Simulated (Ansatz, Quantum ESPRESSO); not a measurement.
# Conductance against width: a Al chain with one bond drawn out, part 4 of 5

Aim: how the conductance falls as the barrier grows, for a Al chain with one bond drawn out.

Quantum ESPRESSO 7.5; plane-wave DFT, LDA, GBRV ultrasoft pseudopotentials; cross-check by Ansatz 0.2.0 with PAW datasets.

So far. Step 4 (Cross-check with Ansatz, 0.3 Å): Ansatz finds T = 1.91 against pwcond's 1.94. Step 6 (Transmission with pwcond.x, 0.8 Å): T goes from 1.94 to 1.54, a factor of 1.3.

## Step 7: The same in Ansatz, 0.8 Å

Level of this step: plane-wave DFT, LDA, Ansatz PAW (Ansatz 0.2.0).

Contents of input.yaml:

```yaml
crystal:
  lattice:
    - [7.5, 0.0, 0.0]
    - [0.0, 7.5, 0.0]
    - [0.0, 0.0, 29.6]
  atoms:
    - { symbol: Al, position: [0.5, 0.5, 0.0] }
    - { symbol: Al, position: [0.5, 0.5, 0.0810810811] }
    - { symbol: Al, position: [0.5, 0.5, 0.1621621622] }
    - { symbol: Al, position: [0.5, 0.5, 0.2432432432] }
    - { symbol: Al, position: [0.5, 0.5, 0.3243243243] }
    - { symbol: Al, position: [0.5, 0.5, 0.4054054054] }
    - { symbol: Al, position: [0.5, 0.5, 0.5135135135] }
    - { symbol: Al, position: [0.5, 0.5, 0.5945945946] }
    - { symbol: Al, position: [0.5, 0.5, 0.6756756757] }
    - { symbol: Al, position: [0.5, 0.5, 0.7567567568] }
    - { symbol: Al, position: [0.5, 0.5, 0.8378378378] }
    - { symbol: Al, position: [0.5, 0.5, 0.9189189189] }
kpoints:
  mp_grid: { grid: [1, 1, 4] }
hamiltonian:
  xc: lda
scf:
  occupations: { method: fermi_dirac, width: 0.1 }
  convergence: { dr2_threshold: 1.0e-08 }
output:
  transmission:
    leads: [[0, 1]]
    e_range: [-2.0, 2.0]
    de: 0.05
    kmesh: [1, 1]
    reduced_basis: true
  write_potential: true
  write_density: true
  volumetric_format: npy
  elf: true
```

On the command line:

```bash
$ ansatz run input.yaml --threads 4 --pin off --max-ram 8192MiB --backend cpu --events-out ev --progress --plain --runs-dir out
```

Numbers of over 12 decimals in the logs are rounded to 6 here.

The program printed:

```text
[...]
Crystal: 12 atoms, lattice volume = 1665.000 Å³
Basis set: ecut = 420 eV, 32579 PW (Γ)
Bands: 30, of which v1, the nominal top of the filled ones, is band 18 counted from 1 (17 counted from 0)
Symmetry: 16 space group operations
[...]
k-points: 3 of 4
[...]
k-point 2: bands = [... 14 lower, -2.9356, -2.9356, -2.6847, -2.6847, -2.5934, -2.5934, -2.3024, -2.0953, ... 8 higher]
--- Transmission ---
  basis      : 497 plane waves across, 37 finite elements along
  points     : 1, standing for a mesh of 1 x 1
[...]
channels       : 2.000000e0 a spin
[...]
junction   : crystal 0 to crystal 0, -0.50 to 26.70 Å
    transmission   : 1.339232e0 a spin
[...]
[key lines of the parts left out:]
SCF converged after 10 iterations
Free energy (F): -6127.542759 eV
Fermi energy:    -2.626997 eV
```

The job ended after 29 s (4 threads of Arm Neoverse V1, shared host; peak memory 1.4 GiB; 1.7 min of CPU time).

Read from the output:

* free energy: -6127.5428 eV
* energy at zero smearing: -6127.2136 eV
* smearing term TS: 0.6583 eV
* Fermi energy: -2.627 eV
* transmission at the Fermi level, one spin: 1.339
* step of the lead's Hamiltonian over a period: 8 meV

Per spin. The transmission by energy, zero at the Fermi level:

energy (eV), transmission and a bar:
```
   -2.000       0.78 #############
   -1.800       0.81 #############
   -1.600       0.86 ##############
   -1.400       0.90 ###############
   -1.350       0.90 ###############
   -1.200       0.00 
   -1.000       0.00 
   -0.800       0.00 
   -0.600       0.00 
   -0.400       0.04 #
   -0.200       1.08 ##################
    0.000       1.34 ######################
    0.200       1.22 ####################
    0.400       1.09 ##################
    0.600       1.04 #################
    0.800       1.08 ##################
    1.000       1.31 #####################
    1.200       1.47 ########################
    1.400       1.59 ##########################
    1.600       1.69 ###########################
    1.800       1.77 #############################
    2.000       1.84 ##############################
```

Ansatz finds T = 1.34 against pwcond's 1.54.

## Step 8: Ground state, 1.4 Å

Level of this step: plane-wave DFT, LDA, GBRV ultrasoft pseudopotentials (Quantum ESPRESSO 7.5).

Contents of j2.scf.in:

```
&control
  prefix = 'j2.scf'
  outdir = './out'
  pseudo_dir = './pseudo'
  calculation = 'scf'
  tprnfor = .true.
/
&system
  ibrav = 0
  nat = 12
  ntyp = 1
  ecutwfc = 34
  ecutrho = 170
  occupations = 'smearing'
  smearing = 'mv'
  degauss = 0.01
/
&electrons
  conv_thr = 1e-07
  mixing_beta = 0.25
  electron_maxstep = 120
  mixing_mode = 'local-TF'
/
ATOMIC_SPECIES
  Al  26.9815  al_lda_v1.uspp.F.UPF
CELL_PARAMETERS angstrom
  7.50000000000000 0.00000000000000 0.00000000000000
  0.00000000000000 7.50000000000000 0.00000000000000
  0.00000000000000 0.00000000000000 30.20000000000000
ATOMIC_POSITIONS crystal
  Al  0.500000000000 0.500000000000 0.000000000000
  Al  0.500000000000 0.500000000000 0.079470198675
  Al  0.500000000000 0.500000000000 0.158940397351
  Al  0.500000000000 0.500000000000 0.238410596026
  Al  0.500000000000 0.500000000000 0.317880794702
  Al  0.500000000000 0.500000000000 0.397350993377
  Al  0.500000000000 0.500000000000 0.523178807947
  Al  0.500000000000 0.500000000000 0.602649006623
  Al  0.500000000000 0.500000000000 0.682119205298
  Al  0.500000000000 0.500000000000 0.761589403974
  Al  0.500000000000 0.500000000000 0.841059602649
  Al  0.500000000000 0.500000000000 0.920529801325
K_POINTS automatic
  1 1 3 0 0 0
```

On the command line:

```bash
$ OMP_NUM_THREADS=1 mpirun -n 4 pw.x -nk 1 -in j2.scf.in > j2.scf.out
```

The program printed:

```text
[banner, memory and clock lines left out]
Program PWSCF v.7.5 starts
[...]
Message from routine setup:
[...]
number of electrons       =        36.00
     number of Kohn-Sham states=           22
     kinetic-energy cutoff     =      34.0000  Ry
     charge density cutoff     =     170.0000  Ry
[...]
number of k points=     2  Marzari-Vanderbilt smearing, width (Ry)=  0.0100
[...]
Dense  grid:   429233 G-vectors     FFT dimensions: (  60,  60, 240)
[...]
negative rho (up, down):  1.574E-06 0.000E+00
     Starting wfcs are   48 randomized atomic wfcs
[...]
estimated scf accuracy    <       0.67184022 Ry
[...]
negative rho (up, down):  3.530E-05 0.000E+00
[...]
estimated scf accuracy    <       0.46385763 Ry
[...]
negative rho (up, down):  1.508E-03 0.000E+00
[...]
estimated scf accuracy    <       0.11319848 Ry
[...]
negative rho (up, down):  1.251E-03 0.000E+00
[...]
estimated scf accuracy    <       0.16557625 Ry
[...]
negative rho (up, down):  1.256E-03 0.000E+00
[...]
estimated scf accuracy    <       0.15812898 Ry
[...]
negative rho (up, down):  1.416E-03 0.000E+00
[...]
estimated scf accuracy    <       0.16441603 Ry
[...]
negative rho (up, down):  6.859E-03 0.000E+00
[...]
estimated scf accuracy    <       0.17988574 Ry
[...]
negative rho (up, down):  7.801E-03 0.000E+00
[...]
estimated scf accuracy    <       0.30434163 Ry
[...]
negative rho (up, down):  7.424E-03 0.000E+00
[...]
estimated scf accuracy    <       0.76038199 Ry
[...]
negative rho (up, down):  2.108E-03 0.000E+00
[...]
estimated scf accuracy    <       1.19633960 Ry
[...]
negative rho (up, down):  1.886E-04 0.000E+00
[...]
estimated scf accuracy    <       1.00497509 Ry
[...]
negative rho (up, down):  1.350E-04 0.000E+00
[...]
estimated scf accuracy    <       0.67876423 Ry
[...]
negative rho (up, down):  2.090E-05 0.000E+00
[...]
estimated scf accuracy    <       0.00000769 Ry
[...]
negative rho (up, down):  2.080E-05 0.000E+00
[...]
estimated scf accuracy    <       0.00000618 Ry
[...]
negative rho (up, down):  1.975E-05 0.000E+00
[...]
estimated scf accuracy    <       0.00000418 Ry
[...]
negative rho (up, down):  1.926E-05 0.000E+00
[...]
estimated scf accuracy    <       0.00000047 Ry
[...]
negative rho (up, down):  1.986E-05 0.000E+00
[...]
estimated scf accuracy    <       0.00000055 Ry
[...]
negative rho (up, down):  2.074E-05 0.000E+00
[...]
estimated scf accuracy    <       0.00000051 Ry
[...]
negative rho (up, down):  2.081E-05 0.000E+00
[...]
estimated scf accuracy    <       0.00000022 Ry
[...]
negative rho (up, down):  2.084E-05 0.000E+00
[...]
estimated scf accuracy    <       0.00000016 Ry
[...]
negative rho (up, down):  2.085E-05 0.000E+00
[...]
estimated scf accuracy    <       0.00000013 Ry
[...]
negative rho (up, down):  2.063E-05 0.000E+00
[...]
the Fermi energy is    -2.6945 ev
!    total energy              =     -77.68211164 Ry
     estimated scf accuracy    <       0.00000009 Ry
     smearing contrib. (-TS)   =       0.00048298 Ry
     internal energy E=F+TS    =     -77.68259462 Ry
[...]
one-electron contribution =     -40.91936130 Ry
     hartree contribution      =      24.80029655 Ry
     xc contribution           =     -47.91343476 Ry
     ewald contribution        =     -13.65009511 Ry
     convergence has been achieved in  56 iterations
     negative rho (up, down):  2.063E-05 0.000E+00
[...]
Total force =     0.098050     Total SCF correction =     0.000221
[...]
```

Elapsed: 93 s, on 4 MPI ranks; peak memory 0.99 GiB; 6.2 min of CPU time.

Numbers from this step:

```
free energy  : -1056.9190 eV
Fermi energy : -2.695 eV
```

## Step 9: The open system, 1.4 Å

Contents of j2.cond.in:

```
&inputcond
  outdir = './out'
  prefixt = 'j2.scf'
  tran_file = 'j2.cond.dat'
  bdl = 0.6400000000
  bds = 4.0266666667
  ikind = 1
  ewind = 4.0
  epsproj = 1e-05
  nz1 = 7
  energy0 = 2.0
  denergy = -0.1
/
1
  0.00000000 0.00000000 1.00000000
41
```

On the command line:

```bash
$ OMP_NUM_THREADS=1 mpirun -n 4 pwcond.x -in j2.cond.in > j2.cond.out
```

The program printed:

```text
[banner, memory and clock lines left out]
Program PWCOND v.7.5 starts
[citation notice left out]

[...]
./out/j2.scf.save/

[...]
negative rho (up, down):  2.063E-05 0.000E+00
     Reading collected, re-writing distributed wavefunctions

===== INPUT FILE containing all the regions =====

     GEOMETRY:

     lattice parameter (alat)  =      14.1729  a.u.
     the volume                =   11463.7332 (a.u.)^3
     the cross section         =     200.8724 (a.u.)^2
     l of the unit cell        =       4.0267 (alat)
[...]
T_tot    -0.30000      0.34750E-01
   T_tot    -0.40000      0.00000E+00
   T_tot    -0.50000      0.00000E+00
   T_tot    -0.60000      0.00000E+00
   T_tot    -0.70000      0.00000E+00
   T_tot    -0.80000      0.00000E+00
   T_tot    -0.90000      0.00000E+00
   T_tot    -1.00000      0.00000E+00
   T_tot    -1.10000      0.00000E+00
   T_tot    -1.20000      0.00000E+00
   T_tot    -1.30000      0.17511E+00
   T_tot    -1.40000      0.35861E+00
   T_tot    -1.50000      0.44245E+00
   T_tot    -1.60000      0.48144E+00
   T_tot    -1.70000      0.49671E+00
   T_tot    -1.80000      0.49820E+00
   T_tot    -1.90000      0.49124E+00
   T_tot    -2.00000      0.47897E+00

[...]
```

Elapsed: 1.8 min, on 4 MPI ranks; peak memory 0.39 GiB; 7.3 min of CPU time.

This step gave:

| Quantity | Value |
| --- | --- |
| transmission at the Fermi level, one spin | 0.4545 |
| conductance | 0.4545 G₀ |

Per spin. Transmission against energy, zero at the Fermi level:

energy (eV), transmission and a bar:
```
    -2.00      0.239 #########
    -1.90      0.246 #########
    -1.70      0.248 #########
    -1.60      0.241 #########
    -1.40      0.179 ######
    -1.30      0.088 ###
    -1.20      0.000 
    -1.00      0.000 
    -0.90      0.000 
    -0.80      0.000 
    -0.60      0.000 
    -0.50      0.000 
    -0.30      0.017 #
    -0.20      0.137 #####
    -0.10      0.363 #############
     0.00      0.455 ################
     0.10      0.391 ##############
     0.20      0.310 ###########
     0.30      0.261 #########
     0.50      0.235 ########
     0.60      0.243 #########
     0.80      0.275 ##########
     0.90      0.335 ############
     1.00      0.388 ##############
     1.20      0.480 #################
     1.30      0.525 ###################
     1.40      0.569 ####################
     1.60      0.661 #######################
     1.70      0.708 #########################
     1.90      0.800 ############################
     2.00      0.845 ##############################
```

T goes from 1.54 to 0.455, a factor of 3.4.

## Step 10: The same in Ansatz, 1.4 Å

Level of this step: plane-wave DFT, LDA, Ansatz PAW (Ansatz 0.2.0).

input.yaml, the sections that differ from step 7:

```yaml
crystal:
  lattice:
    - [7.5, 0.0, 0.0]
    - [0.0, 7.5, 0.0]
    - [0.0, 0.0, 30.2]
  atoms:
    - { symbol: Al, position: [0.5, 0.5, 0.0] }
    - { symbol: Al, position: [0.5, 0.5, 0.0794701987] }
    - { symbol: Al, position: [0.5, 0.5, 0.1589403974] }
    - { symbol: Al, position: [0.5, 0.5, 0.238410596] }
    - { symbol: Al, position: [0.5, 0.5, 0.3178807947] }
    - { symbol: Al, position: [0.5, 0.5, 0.3973509934] }
    - { symbol: Al, position: [0.5, 0.5, 0.5231788079] }
    - { symbol: Al, position: [0.5, 0.5, 0.6026490066] }
    - { symbol: Al, position: [0.5, 0.5, 0.6821192053] }
    - { symbol: Al, position: [0.5, 0.5, 0.761589404] }
    - { symbol: Al, position: [0.5, 0.5, 0.8410596026] }
    - { symbol: Al, position: [0.5, 0.5, 0.9205298013] }
# kpoints, hamiltonian, scf, output: as in step 7
```

On the command line:

```bash
$ ansatz run input.yaml --threads 4 --pin off --max-ram 8192MiB --backend cpu --events-out ev --progress --plain --runs-dir out
```

The program printed:

```text
[...]
Crystal: 12 atoms, lattice volume = 1698.750 Å³
Basis set: ecut = 420 eV, 33237 PW (Γ)
Bands: 30, of which v1, the nominal top of the filled ones, is band 18 counted from 1 (17 counted from 0)
Symmetry: 16 space group operations
[...]
k-points: 3 of 4
[...]
k-point 2: bands = [... 14 lower, -2.8863, -2.8863, -2.6838, -2.6838, -2.6107, -2.5183, -2.5183, -2.1132, ... 8 higher]
--- Transmission ---
  basis      : 497 plane waves across, 38 finite elements along
  points     : 1, standing for a mesh of 1 x 1
[...]
channels       : 2.000000e0 a spin
[...]
junction   : crystal 0 to crystal 0, -0.50 to 27.30 Å
    transmission   : 3.347001e-1 a spin
[...]
[key lines of the parts left out:]
SCF converged after 11 iterations
Free energy (F): -6127.021134 eV
Fermi energy:    -2.645134 eV
```

Elapsed: 33 s, on 4 threads; peak memory 1.4 GiB; 1.9 min of CPU time.

Numbers from this step:

- free energy: -6127.0211 eV
- energy at zero smearing: -6126.6409 eV
- smearing term TS: 0.7604 eV
- Fermi energy: -2.645 eV
- transmission at the Fermi level, one spin: 0.3347
- step of the lead's Hamiltonian over a period: 9.1 meV

Per spin. The transmission by energy, zero at the Fermi level:

| energy (eV) | transmission |
| --- | --- |
| -2.00 | 0.220 |
| -1.85 | 0.226 |
| -1.70 | 0.226 |
| -1.60 | 0.219 |
| -1.45 | 0.189 |
| -1.30 | 0.0909 |
| -1.15 | 0 |
| -1.05 | 0 |
| -0.90 | 0 |
| -0.75 | 0 |
| -0.60 | 0 |
| -0.50 | 0 |
| -0.35 | 0.0149 |
| -0.20 | 0.129 |
| -0.05 | 0.308 |
| 0.00 | 0.335 |
| 0.05 | 0.341 |
| 0.20 | 0.305 |
| 0.35 | 0.270 |
| 0.50 | 0.257 |
| 0.60 | 0.258 |
| 0.75 | 0.270 |
| 0.90 | 0.339 |
| 1.05 | 0.422 |
| 1.15 | 0.472 |
| 1.30 | 0.543 |
| 1.45 | 0.610 |
| 1.60 | 0.676 |
| 1.70 | 0.719 |
| 1.85 | 0.782 |
| 2.00 | 0.845 |

Ansatz finds T = 0.335 against pwcond's 0.455.

## Step 11: SCF with pw.x, 2.2 Å

Level of this step: plane-wave DFT, LDA, GBRV ultrasoft pseudopotentials (Quantum ESPRESSO 7.5).

Contents of j3.scf.in:

```
&control
  prefix = 'j3.scf'
  outdir = './out'
  pseudo_dir = './pseudo'
  calculation = 'scf'
  tprnfor = .true.
/
&system
  ibrav = 0
  nat = 12
  ntyp = 1
  ecutwfc = 34
  ecutrho = 170
  occupations = 'smearing'
  smearing = 'mv'
  degauss = 0.01
/
&electrons
  conv_thr = 1e-07
  mixing_beta = 0.25
  electron_maxstep = 120
  mixing_mode = 'local-TF'
/
ATOMIC_SPECIES
  Al  26.9815  al_lda_v1.uspp.F.UPF
CELL_PARAMETERS angstrom
  7.50000000000000 0.00000000000000 0.00000000000000
  0.00000000000000 7.50000000000000 0.00000000000000
  0.00000000000000 0.00000000000000 31.00000000000000
ATOMIC_POSITIONS crystal
  Al  0.500000000000 0.500000000000 0.000000000000
  Al  0.500000000000 0.500000000000 0.077419354839
  Al  0.500000000000 0.500000000000 0.154838709677
  Al  0.500000000000 0.500000000000 0.232258064516
  Al  0.500000000000 0.500000000000 0.309677419355
  Al  0.500000000000 0.500000000000 0.387096774194
  Al  0.500000000000 0.500000000000 0.535483870968
  Al  0.500000000000 0.500000000000 0.612903225806
  Al  0.500000000000 0.500000000000 0.690322580645
  Al  0.500000000000 0.500000000000 0.767741935484
  Al  0.500000000000 0.500000000000 0.845161290323
  Al  0.500000000000 0.500000000000 0.922580645161
K_POINTS automatic
  1 1 3 0 0 0
```

On the command line:

```bash
$ OMP_NUM_THREADS=1 mpirun -n 4 pw.x -nk 1 -in j3.scf.in > j3.scf.out
```

The program printed:

```text
[banner, memory and clock lines left out]
Program PWSCF v.7.5 starts
[...]
Message from routine setup:
[...]
number of electrons       =        36.00
     number of Kohn-Sham states=           22
     kinetic-energy cutoff     =      34.0000  Ry
     charge density cutoff     =     170.0000  Ry
[...]
number of k points=     2  Marzari-Vanderbilt smearing, width (Ry)=  0.0100
[...]
Dense  grid:   440487 G-vectors     FFT dimensions: (  60,  60, 243)
[...]
negative rho (up, down):  1.920E-06 0.000E+00
     Starting wfcs are   48 randomized atomic wfcs
[...]
negative rho (up, down):  1.055E-08 0.000E+00
[...]
estimated scf accuracy    <       0.43401947 Ry
[...]
negative rho (up, down):  7.226E-04 0.000E+00
[...]
estimated scf accuracy    <       0.36669778 Ry
[...]
negative rho (up, down):  3.068E-04 0.000E+00
[...]
estimated scf accuracy    <       0.08651689 Ry
[...]
negative rho (up, down):  1.533E-04 0.000E+00
[...]
estimated scf accuracy    <       0.04978226 Ry
[...]
negative rho (up, down):  8.634E-05 0.000E+00
[...]
estimated scf accuracy    <       0.02321931 Ry
[...]
negative rho (up, down):  3.555E-05 0.000E+00
[...]
estimated scf accuracy    <       0.01783846 Ry
[...]
negative rho (up, down):  3.491E-05 0.000E+00
[...]
estimated scf accuracy    <       0.01955192 Ry
[...]
negative rho (up, down):  5.949E-05 0.000E+00
[...]
estimated scf accuracy    <       0.01999955 Ry
[...]
negative rho (up, down):  5.413E-05 0.000E+00
[...]
estimated scf accuracy    <       0.20161068 Ry
[...]
negative rho (up, down):  7.020E-05 0.000E+00
[...]
estimated scf accuracy    <       0.15407685 Ry
[...]
negative rho (up, down):  1.756E-05 0.000E+00
[...]
estimated scf accuracy    <       0.12769731 Ry
[...]
negative rho (up, down):  1.586E-05 0.000E+00
[...]
estimated scf accuracy    <       0.01218788 Ry
[...]
negative rho (up, down):  1.443E-05 0.000E+00
[...]
estimated scf accuracy    <       0.00492698 Ry
[...]
negative rho (up, down):  1.531E-05 0.000E+00
[...]
estimated scf accuracy    <       0.00635369 Ry
[...]
negative rho (up, down):  2.889E-05 0.000E+00
[...]
estimated scf accuracy    <       0.00206156 Ry
[...]
negative rho (up, down):  6.143E-05 0.000E+00
[...]
estimated scf accuracy    <       0.00008667 Ry
[...]
negative rho (up, down):  7.581E-05 0.000E+00
[...]
estimated scf accuracy    <       0.00020308 Ry
[...]
negative rho (up, down):  5.944E-05 0.000E+00
[...]
estimated scf accuracy    <       0.00009743 Ry
[...]
negative rho (up, down):  5.012E-05 0.000E+00
[...]
estimated scf accuracy    <       0.00002117 Ry
[...]
negative rho (up, down):  5.177E-05 0.000E+00
[...]
estimated scf accuracy    <       0.00001090 Ry
[...]
negative rho (up, down):  6.989E-05 0.000E+00
[...]
estimated scf accuracy    <       0.00001765 Ry
[...]
negative rho (up, down):  7.073E-05 0.000E+00
[...]
estimated scf accuracy    <       0.00002347 Ry
[...]
negative rho (up, down):  6.701E-05 0.000E+00
[...]
estimated scf accuracy    <       0.00000089 Ry
[...]
negative rho (up, down):  6.375E-05 0.000E+00
[...]
estimated scf accuracy    <       0.00000023 Ry
[...]
negative rho (up, down):  6.179E-05 0.000E+00
[...]
estimated scf accuracy    <       0.00000045 Ry
[...]
negative rho (up, down):  6.098E-05 0.000E+00
[...]
estimated scf accuracy    <       0.00000020 Ry
[...]
negative rho (up, down):  5.907E-05 0.000E+00
[...]
estimated scf accuracy    <       0.00000019 Ry
[...]
negative rho (up, down):  5.978E-05 0.000E+00
[...]
estimated scf accuracy    <       0.00000056 Ry
[...]
negative rho (up, down):  6.065E-05 0.000E+00
[...]
estimated scf accuracy    <       0.00000180 Ry
[...]
negative rho (up, down):  6.055E-05 0.000E+00
[...]
estimated scf accuracy    <       0.00000097 Ry
[...]
negative rho (up, down):  5.913E-05 0.000E+00
[...]
estimated scf accuracy    <       0.00000024 Ry
[...]
negative rho (up, down):  5.978E-05 0.000E+00
[...]
the Fermi energy is    -2.7541 ev
!    total energy              =     -77.67119150 Ry
     estimated scf accuracy    <       0.00000005 Ry
     smearing contrib. (-TS)   =       0.00315392 Ry
     internal energy E=F+TS    =     -77.67434542 Ry
[...]
one-electron contribution =     -43.00047522 Ry
     hartree contribution      =      25.89469201 Ry
     xc contribution           =     -47.97480381 Ry
     ewald contribution        =     -12.59375840 Ry
     convergence has been achieved in  32 iterations
     negative rho (up, down):  5.978E-05 0.000E+00
[...]
Total force =     0.125373     Total SCF correction =     0.000155
[...]
```

It took 59 s on 4 MPI ranks; peak memory 0.97 GiB; 3.9 min of CPU time.

Numbers from this step:

* free energy: -1056.7704 eV
* Fermi energy: -2.754 eV

[end of part 4 of 5]

[Logs are printed without paths, hosts, clocks, repeated set-up lines and the standing remarks that a program may print on its own settings, such as how far it seeks lower states.]

[Hosts, paths, dates, database ids (printed as entryN), source tags and the programs' standing remarks are cut or masked in the printed files.]

[Maps of the electrostatic potential energy from Ansatz leave out the sawtooth potential of an applied field or a dipole correction, so their vacuum need not be flat; planar profiles and work functions include it.]
